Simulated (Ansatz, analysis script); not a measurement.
## Fixed-spin-moment curve of FeGe

Aim: the energy of FeGe as its total moment is fixed at a series of values, and its answer to a field.

Calculated with Ansatz 0.2.0; PBE, PAW set soft_1.

The database entry behind the starting cell differs from later determinations by our own check (about 0.2 % short), so it need not match the best structure at ambient conditions.

In doubt: warnings of the run leave room for a lower electronic state (step 6), so energies may not be the lowest and differences between runs may mislead.

## (1) Set-up

The structure is cubic, space group P2_13 (No. 198). The conventional cell has a = 4.689 Å, b = 4.689 Å, c = 4.689 Å, α = 90.00°, β = 90.00°, γ = 90.00°. Fe has 7 Ge at 2.38 to 2.64 Å nearest. Nearest to Ge lie 7 Fe at 2.38 to 2.64 Å. Farther neighbours are not listed.

The cell of this run holds 8 atoms, 4 of them with a starting moment; values «a cell» refer to the cell of the run in question.

## (2) Starting state

A collinear run comes first: it shows whether moments survive, and how large they are.

File input.yaml:

```yaml
crystal:
  lattice:
    - [4.689, 0.0, 0.0]
    - [0.0, 4.689, 0.0]
    - [0.0, 0.0, 4.689]
  atoms:
    - { symbol: Fe, position: [0.135, 0.135, 0.135], spin: 2.8 }
    - { symbol: Fe, position: [0.365, 0.865, 0.635], spin: 2.8 }
    - { symbol: Fe, position: [0.635, 0.365, 0.865], spin: 2.8 }
    - { symbol: Fe, position: [0.865, 0.635, 0.365], spin: 2.8 }
    - { symbol: Ge, position: [0.842, 0.842, 0.842] }
    - { symbol: Ge, position: [0.658, 0.158, 0.342] }
    - { symbol: Ge, position: [0.342, 0.658, 0.158] }
    - { symbol: Ge, position: [0.158, 0.342, 0.658] }
magnetization:
  spin_polarized: true
kpoints:
  mp_grid: { grid: [7, 7, 7] }
hamiltonian:
  xc: pbe
  pseudopotentials: { kind: paw, azcp: { folder: soft_1 } }
scf:
  occupations: { method: fermi_dirac, width: 0.05 }
  max_iter: 120
  convergence: { dr2_threshold: 1.0e-08 }
  lower_state_search: "off"
```

Run with:

```console
> ansatz run input.yaml --threads 2 --pin off --max-ram 5120MiB --backend cpu --events-out ev --progress --plain --runs-dir out
```

Numbers of over 12 decimals in the logs are rounded to 6 here.

What it wrote:

```text
Engine: ansatz 0.2.0, aarch64-unknown-linux-gnu
Pseudopotentials: kind: paw
Pseudopotential: Fe, paw, valence charge 16, recommended cutoff 420 eV (normal), soft_1/Fe.paw.azcp
Pseudopotential: Ge, paw, valence charge 14, recommended cutoff 420 eV (normal), soft_1/Ge.paw.azcp
Functional definition: PBE
  parameter kappa = 0.804
  parameter beta = 0.066725
  exchange = pbe_x(kappa = kappa, mu = beta*pi^2/3)
  correlation = pbe_c(beta = beta)
Crystal: 8 atoms, lattice volume = 103.096 Å³
Basis set: ecut = 420 eV, 2007 PW (Γ)
Bands: 79, of which v1, the nominal top of the filled ones, is band 60 counted from 1 (59 counted from 0)
Symmetry: 12 space group operations
Space group: P213 (ITA 198), of the structure as read, at distance tolerance 4.7e-5 Å
Magnetic group: BNS 198.9 (UNI 1511), of the structure as read, at distance tolerance 4.7e-5 Å
k-points: 24 of 343 (time reversal used)
Non-local potential: Fe, projectors of the file, l = 0: 3, l = 1: 2, l = 2: 3, l = 3: 1
Non-local potential: Ge, projectors of the file, l = 0: 2, l = 1: 2, l = 2: 3, l = 3: 1
PAW form: soft (Blöchl's): semilocal exchange-correlation on the pseudo side does not see the compensation charge
PAW one-centre angular grid: Fe, 590 points (default); XC on 64 Gauss nodes
PAW one-centre angular grid: Ge, 590 points (default); XC on 64 Gauss nodes
Initial density: superposition of atomic densities (chi_scale 0.1, normalization cell)
Starting moments: Σ|m| = 11.2 μB on 4 of 8 sites
Initial wavefunctions: pseudopotential atomic-orbital guess
Functional: x = pbe(κ = 0.804, μ = 0.219515), c = pbe(β = 0.066725)
SCF iter   1: F=—  HF=-35102.860201 eV  |F-HF|=—  |Δ(HF+E_count)|=         —  Δρ=1.01e-1 (↑4.91e-2 ↓1.01e-1)  dr2=8.34e0  dr2_m=4.69e0  M=6.122 μB ∫|m|=7.541 μB  β_m=0.30  ethr=3.10e-3  ⟨swp⟩=5.9  Hψ=12539  notcnv=0  defer=11
preconditioner: auto → Kerker (q_TF=auto, 2.798 Å⁻¹)  [metal: Δε(μ)=0.022 eV  Ē_g=17.269 eV  σ=0.050 eV  W_gap=0.11  n_scr=32 (ndim 8)  ℏωp=34.3 eV  f_vac=0.000  D(μ)=7.40/eV (n_scr^D=80)]
spin=Collinear: Kerker preconditioning applied to the charge; magnetization (m = ρ↑ − ρ↓) channel mixes plain (no charge-response kernel on spin).
SCF iter   2: F=—  HF=-35102.406565 eV  |F-HF|=—  |Δ(HF+E_count)|=   4.54e-1  Δρ=6.15e-2 (↑6.15e-2 ↓4.55e-2)  dr2=1.47e0  dr2_m=2.40e0  M=6.162 μB ∫|m|=7.604 μB  β_m=0.30  ethr=3.10e-3  ⟨swp⟩=2.2  Hψ=5481  notcnv=0  defer=397
SCF iter   3: F=—  HF=-35102.456628 eV  |F-HF|=—  |Δ(HF+E_count)|=   5.01e-2  Δρ=4.27e-2 (↑4.27e-2 ↓4.17e-2)  dr2=1.05e0  dr2_m=1.51e0  M=5.904 μB ∫|m|=7.386 μB  β_m=0.30  ethr=1.22e-3  ⟨swp⟩=2.1  Hψ=4508  notcnv=0  defer=394
SCF iter   4: F=—  HF=-35102.326482 eV  |F-HF|=—  |Δ(HF+E_count)|=   1.30e-1  Δρ=3.03e-2 (↑3.03e-2 ↓2.41e-2)  dr2=8.61e-2  dr2_m=6.86e-1  M=5.962 μB ∫|m|=7.438 μB  β_m=0.30  ethr=8.77e-4  ⟨swp⟩=2.6  Hψ=5125  notcnv=0  defer=394
SCF iter   5: F=—  HF=-35102.394949 eV  |F-HF|=—  |Δ(HF+E_count)|=   6.85e-2  Δρ=2.45e-2 (↑2.45e-2 ↓2.31e-2)  dr2=1.25e-2  dr2_m=5.32e-1  M=5.713 μB ∫|m|=7.215 μB  β_m=0.30  ethr=7.18e-5  ⟨swp⟩=1.8  Hψ=4609  notcnv=0  defer=391
SCF iter   6: F=—  HF=-35102.450017 eV  |F-HF|=—  |Δ(HF+E_count)|=   5.51e-2  Δρ=2.09e-2 (↑2.09e-2 ↓2.03e-2)  dr2=3.73e-3  dr2_m=3.99e-1  M=5.519 μB ∫|m|=7.033 μB  β_m=0.30  ethr=1.04e-5  ⟨swp⟩=2.1  Hψ=6401  notcnv=0  defer=391
SCF iter   7: F=—  HF=-35102.492474 eV  |F-HF|=—  |Δ(HF+E_count)|=   4.25e-2  Δρ=1.95e-2 (↑1.79e-2 ↓1.95e-2)  dr2=4.93e-3  dr2_m=3.30e-1  M=5.308 μB ∫|m|=6.830 μB  β_m=0.30  ethr=3.11e-6  ⟨swp⟩=2.0  Hψ=5657  notcnv=0  defer=391
SCF iter   8: F=—  HF=-35102.525065 eV  |F-HF|=—  |Δ(HF+E_count)|=   3.26e-2  Δρ=1.72e-2 (↑1.58e-2 ↓1.72e-2)  dr2=4.62e-3  dr2_m=2.56e-1  M=5.156 μB ∫|m|=6.666 μB  β_m=0.30  ethr=3.11e-6  ⟨swp⟩=3.0  Hψ=6455  notcnv=0  defer=391
SCF iter   9: F=—  HF=-35102.548871 eV  |F-HF|=—  |Δ(HF+E_count)|=   2.38e-2  Δρ=1.48e-2 (↑1.37e-2 ↓1.48e-2)  dr2=2.24e-3  dr2_m=1.91e-1  M=5.042 μB ∫|m|=6.528 μB  β_m=0.30  ethr=3.11e-6  ⟨swp⟩=2.4  Hψ=5046  notcnv=0  defer=391
SCF iter  10: F=—  HF=-35102.566046 eV  |F-HF|=—  |Δ(HF+E_count)|=   1.72e-2  Δρ=1.23e-2 (↑1.21e-2 ↓1.23e-2)  dr2=2.37e-4  dr2_m=1.40e-1  M=4.956 μB ∫|m|=6.413 μB  β_m=0.30  ethr=1.87e-6  ⟨swp⟩=2.4  Hψ=5246  notcnv=0  defer=391
[...]
spin-set hold released at iteration 12 (site moments contracting): the magnetisation degrees of freedom join the quasi-Newton model from the next iteration; the mixer history was flushed
SCF iter  13: F=—  HF=-35102.595140 eV  |F-HF|=—  |Δ(HF+E_count)|=   7.07e-3  Δρ=8.01e-3 (↑7.96e-3 ↓8.01e-3)  dr2=4.45e-5  dr2_m=6.03e-2  M=4.757 μB ∫|m|=6.129 μB  β_m=0.29  ethr=1.76e-8  ⟨swp⟩=3.0  Hψ=6844  notcnv=0  defer=391
SCF iter  14: F=—  HF=-35102.613047 eV  |F-HF|=—  |Δ(HF+E_count)|=   1.79e-2  Δρ=5.28e-3 (↑5.28e-3 ↓4.64e-3)  dr2=4.31e-4  dr2_m=2.31e-2  M=4.529 μB ∫|m|=5.808 μB  β_m=0.63  ethr=1.76e-8  ⟨swp⟩=3.5  Hψ=7865  notcnv=0  defer=391
SCF iter  15: F=—  HF=-35102.623616 eV  |F-HF|=—  |Δ(HF+E_count)|=   1.06e-2  Δρ=1.67e-3 (↑1.67e-3 ↓5.91e-4)  dr2=3.72e-3  dr2_m=5.98e-4  M=4.240 μB ∫|m|=5.344 μB  β_m=0.55  ethr=1.76e-8  ⟨swp⟩=3.6  Hψ=9419  notcnv=0  defer=391
SCF iter  16: F=—  HF=-35102.623266 eV  |F-HF|=—  |Δ(HF+E_count)|=   3.50e-4  Δρ=5.37e-4 (↑3.36e-4 ↓5.37e-4)  dr2=1.31e-4  dr2_m=1.28e-4  M=4.253 μB ∫|m|=5.364 μB  β_m=0.69  ethr=1.76e-8  ⟨swp⟩=3.0  Hψ=7726  notcnv=0  defer=381
SCF iter  17: F=—  HF=-35102.623332 eV  |F-HF|=—  |Δ(HF+E_count)|=   6.60e-5  Δρ=4.15e-4 (↑4.15e-4 ↓2.82e-4)  dr2=2.75e-5  dr2_m=1.08e-4  M=4.273 μB ∫|m|=5.390 μB  β_m=0.85  ethr=1.76e-8  ⟨swp⟩=2.0  Hψ=6349  notcnv=0  defer=381
SCF iter  18: F=—  HF=-35102.623380 eV  |F-HF|=—  |Δ(HF+E_count)|=   4.87e-5  Δρ=7.89e-5 (↑3.60e-5 ↓7.89e-5)  dr2=2.55e-6  dr2_m=2.76e-6  M=4.258 μB ∫|m|=5.361 μB  β_m=0.87  ethr=1.76e-8  ⟨swp⟩=2.0  Hψ=5384  notcnv=0  defer=381
SCF iter  19: F=—  HF=-35102.623391 eV  |F-HF|=—  |Δ(HF+E_count)|=   1.02e-5  Δρ=1.42e-5 (↑1.42e-5 ↓1.09e-5)  dr2=4.27e-7  dr2_m=9.06e-8  M=4.260 μB ∫|m|=5.364 μB  β_m=0.85  ethr=2.12e-9  ⟨swp⟩=2.0  Hψ=5409  notcnv=0  defer=381
SCF iter  20: F=—  HF=-35102.623391 eV  |F-HF|=—  |Δ(HF+E_count)|=   3.05e-9  Δρ=1.47e-5 (↑4.37e-6 ↓1.47e-5)  dr2=3.33e-7  dr2_m=3.74e-8  M=4.260 μB ∫|m|=5.364 μB  β_m=0.78  ethr=3.56e-10  ⟨swp⟩=2.0  Hψ=5463  notcnv=0  defer=381
SCF iter  21: F=—  HF=-35102.623391 eV  |F-HF|=—  |Δ(HF+E_count)|=   4.03e-8  Δρ=2.30e-6 (↑2.30e-6 ↓1.41e-6)  dr2=1.35e-8  dr2_m=5.43e-10  M=4.260 μB ∫|m|=5.364 μB  β_m=0.78  ethr=2.77e-10  ⟨swp⟩=2.0  Hψ=4831  notcnv=0  defer=381
SCF iter  22: F=-35102.623391 eV  HF=-35102.623391 eV  |F-HF|=1.33e-9  |Δ(HF+E_count)|=  9.82e-10  Δρ=1.99e-6 (↑1.99e-6 ↓6.84e-7)  dr2=2.34e-9  dr2_m=1.41e-9  M=4.260 μB ∫|m|=5.364 μB  ethr=8.33e-12  ⟨swp⟩=2.0  Hψ=6880  notcnv=0
SCF 1 converged in 22 iterations: F = -35102.623391 eV  dr2 = 2.34e-9
  greatest PAW one-centre occupation: 1.001 electrons in one spin orbital (limit 2), on the Fe atom at site 3 (counted from 0), in its partial waves of l = 1
SCF converged after 22 iterations
Magnetization: 4.2602 μB (62.1301 up, 57.8699 down)
Absolute magnetization: 5.3611 μB (∫|ρ↑−ρ↓|, with the PAW one-centre terms)
Spin contamination: 0.1218 ħ² per cell (⟨S²⟩ above its minimum at these occupations)
Per-site moments (μB) at R_I (Å): [(1.177974, 0.981595), (1.177974, 0.981595), (1.177974, 0.981595), (1.177974, 0.981595), (-0.055009, 0.981595), (-0.055009, 0.981595), (-0.055009, 0.981595), (-0.055009, 0.981595)]
Free energy (F): -35102.623391 eV
Harris-Foulkes:  -35102.623391 eV  (|F-HF|=1.33e-9)
Internal energy: -35102.564661 eV  (E = F + TS)
E sigma→0 (E₀):  -35102.594026 eV
Entropy (-TS):   -0.058730 eV (-7.341 meV/atom)
Fermi energy:    16.702295 eV
--- Per-component energies (eV) ---
  E_band       = -1112.928751
  E_kinetic    = 1709.330715
  E_local      = -15703.090783  (includes V_loc(G=0)·N_el)
  E_nonlocal   = 2036.554259
  E_hartree    = 7079.820687
  E_xc         = -733.872457
  E_vxc        = -835.845206  (∫ρ·V_xc dr)
  E_paw        = -13587.974040  (= ΣΔE_a)
  E_vpaw       = -2479.520169  (= ΣTr[D̂ρ^β])
  E_aug_tail   = -0.004039  (compensation charges beyond the density's cutoff)
  E_ewald      = -15903.329002
  E_smearing   = -0.058730  (= −TS)
  E_closure    = -0.000000  (closes the sum)
  Σ components = -35102.623391   (vs F -35102.623391, Δ=0.00e0)
```

It took 50 s on 2 threads of Arm Neoverse V2, shared host; peak memory 0.51 GiB; 90 s of CPU time.

In the SCF lines HF is the Harris–Foulkes energy and dr2 the Hartree energy of the density residual, in eV; the loop may stop once dr2 is under the threshold and the program's other checks hold. Hψ counts applications of the Hamiltonian.

Spin moment in the atom's sphere by atom:

| atom | spin moment in the atom's sphere (μB) |
| --- | --- |
| Fe1 | 1.18 |
| Fe2 | 1.18 |
| Fe3 | 1.18 |
| Fe4 | 1.18 |
| Ge5 | -0.06 |
| Ge6 | -0.06 |
| Ge7 | -0.06 |
| Ge8 | -0.06 |

Tables count atoms from 1; parts of the log count from 0.

The run ends ferromagnetic, with a net moment of 4.26 μB a cell. Only this order was typed.

## (3) Denser mesh

Levels at the Fermi energy are partly filled, so moments and energy differences can hang on the k-mesh, and the state is solved again on a denser one.

input.yaml, the sections that differ from step 2:

```yaml
crystal:
  lattice:
    - [4.689, 0.0, 0.0]
    - [0.0, 4.689, 0.0]
    - [0.0, 0.0, 4.689]
  atoms:
    - { symbol: Fe, position: [0.135, 0.135, 0.135], spin: 1.18 }
    - { symbol: Fe, position: [0.365, 0.865, 0.635], spin: 1.18 }
    - { symbol: Fe, position: [0.635, 0.365, 0.865], spin: 1.18 }
    - { symbol: Fe, position: [0.865, 0.635, 0.365], spin: 1.18 }
    - { symbol: Ge, position: [0.842, 0.842, 0.842] }
    - { symbol: Ge, position: [0.658, 0.158, 0.342] }
    - { symbol: Ge, position: [0.342, 0.658, 0.158] }
    - { symbol: Ge, position: [0.158, 0.342, 0.658] }
kpoints:
  mp_grid: { grid: [8, 8, 8] }
basis:
  ecutwfc: 420.0
checkpoint:
  read: start
  write: ck
  compress: false
  write_wavefunctions: false
  write_every: 100000
# magnetization, hamiltonian, scf: as in step 2
```

What it wrote:

```text
[...]
Per-site moments (μB) at R_I (Å): [(1.184086, 0.981595), (1.184086, 0.981595), (1.184086, 0.981595), (1.184086, 0.981595), (-0.055150, 0.981595), (-0.055150, 0.981595), (-0.055150, 0.981595), (-0.055150, 0.981595)]
Free energy (F): -35102.624553 eV
[...]
Internal energy: -35102.566038 eV  (E = F + TS)
E sigma→0 (E₀):  -35102.595296 eV
Entropy (-TS):   -0.058515 eV (-7.314 meV/atom)
Fermi energy:    16.703405 eV
[...]
[key lines of the parts left out:]
SCF converged after 6 iterations
Magnetization: 4.2832 μB (62.1416 up, 57.8584 down)
```

Wall time 38 s (2 threads); peak memory 0.66 GiB; 64 s of CPU time.

Spin moment in the atom's sphere by atom:

```
atom  spin moment in the atom's sphere (μB)
 Fe1                                   1.18
 Fe2                                   1.18
 Fe3                                   1.18
 Fe4                                   1.18
 Ge5                                  -0.06
 Ge6                                  -0.06
 Ge7                                  -0.06
 Ge8                                  -0.06
```

The run ends ferromagnetic, with a net moment of 4.28 μB a cell, against 4.26 μB on the first mesh.

## (4) The non-magnetic reference

The state without spin is the zero of E(M).

File input.yaml:

```yaml
crystal:
  lattice:
    - [4.689, 0.0, 0.0]
    - [0.0, 4.689, 0.0]
    - [0.0, 0.0, 4.689]
  atoms:
    - { symbol: Fe, position: [0.135, 0.135, 0.135] }
    - { symbol: Fe, position: [0.365, 0.865, 0.635] }
    - { symbol: Fe, position: [0.635, 0.365, 0.865] }
    - { symbol: Fe, position: [0.865, 0.635, 0.365] }
    - { symbol: Ge, position: [0.842, 0.842, 0.842] }
    - { symbol: Ge, position: [0.658, 0.158, 0.342] }
    - { symbol: Ge, position: [0.342, 0.658, 0.158] }
    - { symbol: Ge, position: [0.158, 0.342, 0.658] }
kpoints:
  mp_grid: { grid: [8, 8, 8] }
hamiltonian:
  xc: pbe
  pseudopotentials: { kind: paw, azcp: { folder: soft_1 } }
scf:
  occupations: { method: fermi_dirac, width: 0.05 }
  max_iter: 120
  convergence: { dr2_threshold: 1.0e-08 }
basis:
  ecutwfc: 420.0
```

Run with:

```console
> ansatz run input.yaml --threads 1 --pin off --max-ram 2560MiB --backend cpu --events-out ev --progress --plain --runs-dir out
```

What it wrote:

```text
[...]
Crystal: 8 atoms, lattice volume = 103.096 Å³
Basis set: ecut = 420 eV, 2007 PW (Γ)
Bands: 68, of which v1, the nominal top of the filled ones, is band 60 counted from 1 (59 counted from 0)
Symmetry: 12 space group operations
[...]
k-points: 45 of 512 (time reversal used)
[...]
SCF iter   1: F=—  HF=-35106.827927 eV  |F-HF|=—  |Δ(HF+E_count)|=         —  Δρ=1.45e-1  dr2=2.85e1  ethr=3.10e-3  ⟨swp⟩=5.1  Hψ=9488  notcnv=0  defer=3
[...]
SCF iter  12: F=-35102.373017 eV  HF=-35102.373017 eV  |F-HF|=2.69e-10  |Δ(HF+E_count)|=   1.35e-9  Δρ=7.44e-7  dr2=5.07e-10  ethr=8.33e-12  ⟨swp⟩=2.0  Hψ=5945  notcnv=0
SCF 1 converged in 12 iterations: F = -35102.373017 eV  dr2 = 5.07e-10
[...]
SCF converged after 12 iterations
Free energy (F): -35102.373017 eV
[...]
Internal energy: -35102.302704 eV  (E = F + TS)
E sigma→0 (E₀):  -35102.337860 eV
Entropy (-TS):   -0.070312 eV (-8.789 meV/atom)
Fermi energy:    16.576871 eV
[...]
```

The job ended after 43 s (1 thread; peak memory 0.47 GiB).

The free collinear run lies 252 meV below it.

## (5) Without spin, levels printed

Edit input.yaml of step 4 so:

```diff
@@ -25 +25,3 @@
   ecutwfc: 420.0
+output:
+  eigenvalues: true
```

What it wrote:

```text
[...]
Crystal: 8 atoms, lattice volume = 103.096 Å³
Basis set: ecut = 420 eV, 2007 PW (Γ)
Bands: 72, of which v1, the nominal top of the filled ones, is band 60 counted from 1 (59 counted from 0)
Symmetry: 12 space group operations
[...]
k-points: 45 of 512 (time reversal used)
[...]
--- Band table (eV; the first three rows and the last of 45) ---
  k-point 0: bands = [... 56 lower, 16.3277, 16.3277, 16.4844, 16.4844, 16.9498, 16.9498, 16.9498, 18.6200, ... 8 higher]
  k-point 1: bands = [... 56 lower, 16.2208, 16.4557, 16.4834, 16.4857, 16.8197, 16.9162, 17.1850, 18.2709, ... 8 higher]
  k-point 2: bands = [... 56 lower, 16.1717, 16.3846, 16.4888, 16.5255, 16.7392, 16.8273, 17.6592, 18.0397, ... 8 higher]
  k-point 44: bands = [... 56 lower, 16.0276, 16.0276, 16.0276, 16.0276, 16.8620, 16.8620, 16.8620, 16.8620, ... 8 higher]
[key lines of the parts left out:]
SCF converged after 11 iterations
Free energy (F): -35102.373017 eV
Fermi energy:    16.576857 eV
```

Elapsed: 45 s, on 1 thread; peak memory 0.48 GiB.

## (6) Total moment fixed at 0.667 μB

Two Fermi levels, one a spin, hold the total moment exactly, which reaches states that a free run would leave.

File input.yaml:

```yaml
crystal:
  lattice:
    - [4.689, 0.0, 0.0]
    - [0.0, 4.689, 0.0]
    - [0.0, 0.0, 4.689]
  atoms:
    - { symbol: Fe, position: [0.135, 0.135, 0.135], spin: 0.1666 }
    - { symbol: Fe, position: [0.365, 0.865, 0.635], spin: 0.1668 }
    - { symbol: Fe, position: [0.635, 0.365, 0.865], spin: 0.1668 }
    - { symbol: Fe, position: [0.865, 0.635, 0.365], spin: 0.1668 }
    - { symbol: Ge, position: [0.842, 0.842, 0.842] }
    - { symbol: Ge, position: [0.658, 0.158, 0.342] }
    - { symbol: Ge, position: [0.342, 0.658, 0.158] }
    - { symbol: Ge, position: [0.158, 0.342, 0.658] }
magnetization:
  spin_polarized: true
  initial_magnetization: 0.667
  spin_locking: { lock_magnetization: hard }
kpoints:
  mp_grid: { grid: [8, 8, 8] }
hamiltonian:
  xc: pbe
  pseudopotentials: { kind: paw, azcp: { folder: soft_1 } }
scf:
  occupations: { method: fermi_dirac, width: 0.05 }
  max_iter: 120
  convergence: { dr2_threshold: 1.0e-08 }
  lower_state_search: "off"
basis:
  ecutwfc: 420.0
```

What it wrote:

```text
[...]
Crystal: 8 atoms, lattice volume = 103.096 Å³
Basis set: ecut = 420 eV, 2007 PW (Γ)
Bands: 73, of which v1, the nominal top of the filled ones, is band 60 counted from 1 (59 counted from 0)
Symmetry: 3 space group operations
[...]
k-points: 90 of 512 (time reversal used)
[...]
Starting moments: Σ|m| = 0.667 μB on 4 of 8 sites
[...]
SCF iter   1: F=—  HF=-35104.662211 eV  |F-HF|=—  |Δ(HF+E_count)|=         —  Δρ=4.82e-2 (↑4.82e-2 ↓4.60e-2)  dr2=1.25e1  dr2_m=5.70e-3  M=0.667 μB ∫|m|=0.744 μB  β_m=0.30  ethr=3.10e-3  ⟨swp⟩=4.8  Hψ=39295  notcnv=0  defer=227
[...]
SCF iter  24: F=-35102.379702 eV  HF=-35102.379702 eV  |F-HF|=2.18e-10  |Δ(HF+E_count)|=   1.83e-9  Δρ=6.99e-7 (↑3.12e-7 ↓6.99e-7)  dr2=2.58e-10  dr2_m=2.24e-10  M=0.667 μB ∫|m|=0.899 μB  ethr=1.00e-12  ⟨swp⟩=1.0  Hψ=37083  notcnv=0
The SCF converged. Along the directions that its mixing steps explored, a Ritz value of the dielectric operator 1 − χ₀K read negative at each of the last 4 readings (its real part and the size of its imaginary part sum to between -0.077 and -0.069).
SCF 1 converged in 24 iterations: F = -35102.379702 eV  dr2 = 2.58e-10
[...]
No search for a lower state was made along the close's negative reading: the deck asks for none (scf.lower_state_search: off) (following: asked_to_warn; scf.lower_state_search in the input reference).
SCF converged after 24 iterations
Magnetization: 0.6670 μB (60.3335 up, 59.6665 down)
Absolute magnetization: 0.8984 μB (∫|ρ↑−ρ↓|, with the PAW one-centre terms)
[...]
Per-site moments (μB) at R_I (Å): [(0.192297, 0.981595), (0.192477, 0.981595), (0.192477, 0.981595), (0.192477, 0.981595), (-0.010904, 0.981595), (-0.010904, 0.981595), (-0.010904, 0.981595), (-0.010904, 0.981595)]
Free energy (F): -35102.379702 eV
[...]
Internal energy: -35102.302079 eV  (E = F + TS)
E sigma→0 (E₀):  -35102.340890 eV
Entropy (-TS):   -0.077624 eV (-9.703 meV/atom)
Fermi energy:    16.566175 (↑ 16.547152, ↓ 16.585199) eV
[...]
```

Run time: 6.8 min. Hardware: 1 thread; peak memory 1 GiB.

The energy is -6.69 meV from the state without spin, and the largest site carries 0.192 μB.

## (7) Total moment fixed at 1.333 μB

input.yaml, the sections that differ from step 6:

```yaml
crystal:
  lattice:
    - [4.689, 0.0, 0.0]
    - [0.0, 4.689, 0.0]
    - [0.0, 0.0, 4.689]
  atoms:
    - { symbol: Fe, position: [0.135, 0.135, 0.135], spin: 0.3334 }
    - { symbol: Fe, position: [0.365, 0.865, 0.635], spin: 0.3332 }
    - { symbol: Fe, position: [0.635, 0.365, 0.865], spin: 0.3332 }
    - { symbol: Fe, position: [0.865, 0.635, 0.365], spin: 0.3332 }
    - { symbol: Ge, position: [0.842, 0.842, 0.842] }
    - { symbol: Ge, position: [0.658, 0.158, 0.342] }
    - { symbol: Ge, position: [0.342, 0.658, 0.158] }
    - { symbol: Ge, position: [0.158, 0.342, 0.658] }
magnetization:
  spin_polarized: true
  initial_magnetization: 1.333
  spin_locking: { lock_magnetization: hard }
# kpoints, hamiltonian, scf, basis: as in step 6
```

What it wrote:

```text
[...]
Crystal: 8 atoms, lattice volume = 103.096 Å³
Basis set: ecut = 420 eV, 2007 PW (Γ)
Bands: 73, of which v1, the nominal top of the filled ones, is band 60 counted from 1 (59 counted from 0)
Symmetry: 3 space group operations
[...]
k-points: 90 of 512 (time reversal used)
[...]
Starting moments: Σ|m| = 1.333 μB on 4 of 8 sites
[...]
Per-site moments (μB) at R_I (Å): [(0.379988, 0.981595), (0.379806, 0.981595), (0.379806, 0.981595), (0.379806, 0.981595), (-0.020649, 0.981595), (-0.020650, 0.981595), (-0.020650, 0.981595), (-0.020650, 0.981595)]
Free energy (F): -35102.399227 eV
[...]
Internal energy: -35102.311833 eV  (E = F + TS)
E sigma→0 (E₀):  -35102.355530 eV
Entropy (-TS):   -0.087394 eV (-10.924 meV/atom)
Fermi energy:    16.558701 (↑ 16.518083, ↓ 16.599319) eV
[...]
[key lines of the parts left out:]
SCF converged after 14 iterations
Magnetization: 1.3330 μB (60.6665 up, 59.3335 down)
```

Elapsed: 3.1 min, on 1 thread; peak memory 1 GiB.

The energy is -26.2 meV from the state without spin, and the largest site carries 0.380 μB.

(Continued in part 2 of 2.)

[Logs and program files are shortened in this print: banners, set-up blocks, solver, clock and traceback lines can be left out without a mark of their own.]

[Logs are printed without paths, hosts, clocks, repeated set-up lines and the standing remarks that a program may print on its own settings, such as how far it seeks lower states.]

[Hosts, paths, dates, database ids (printed as entryN), source tags and the programs' standing remarks are cut or masked in the printed files.]
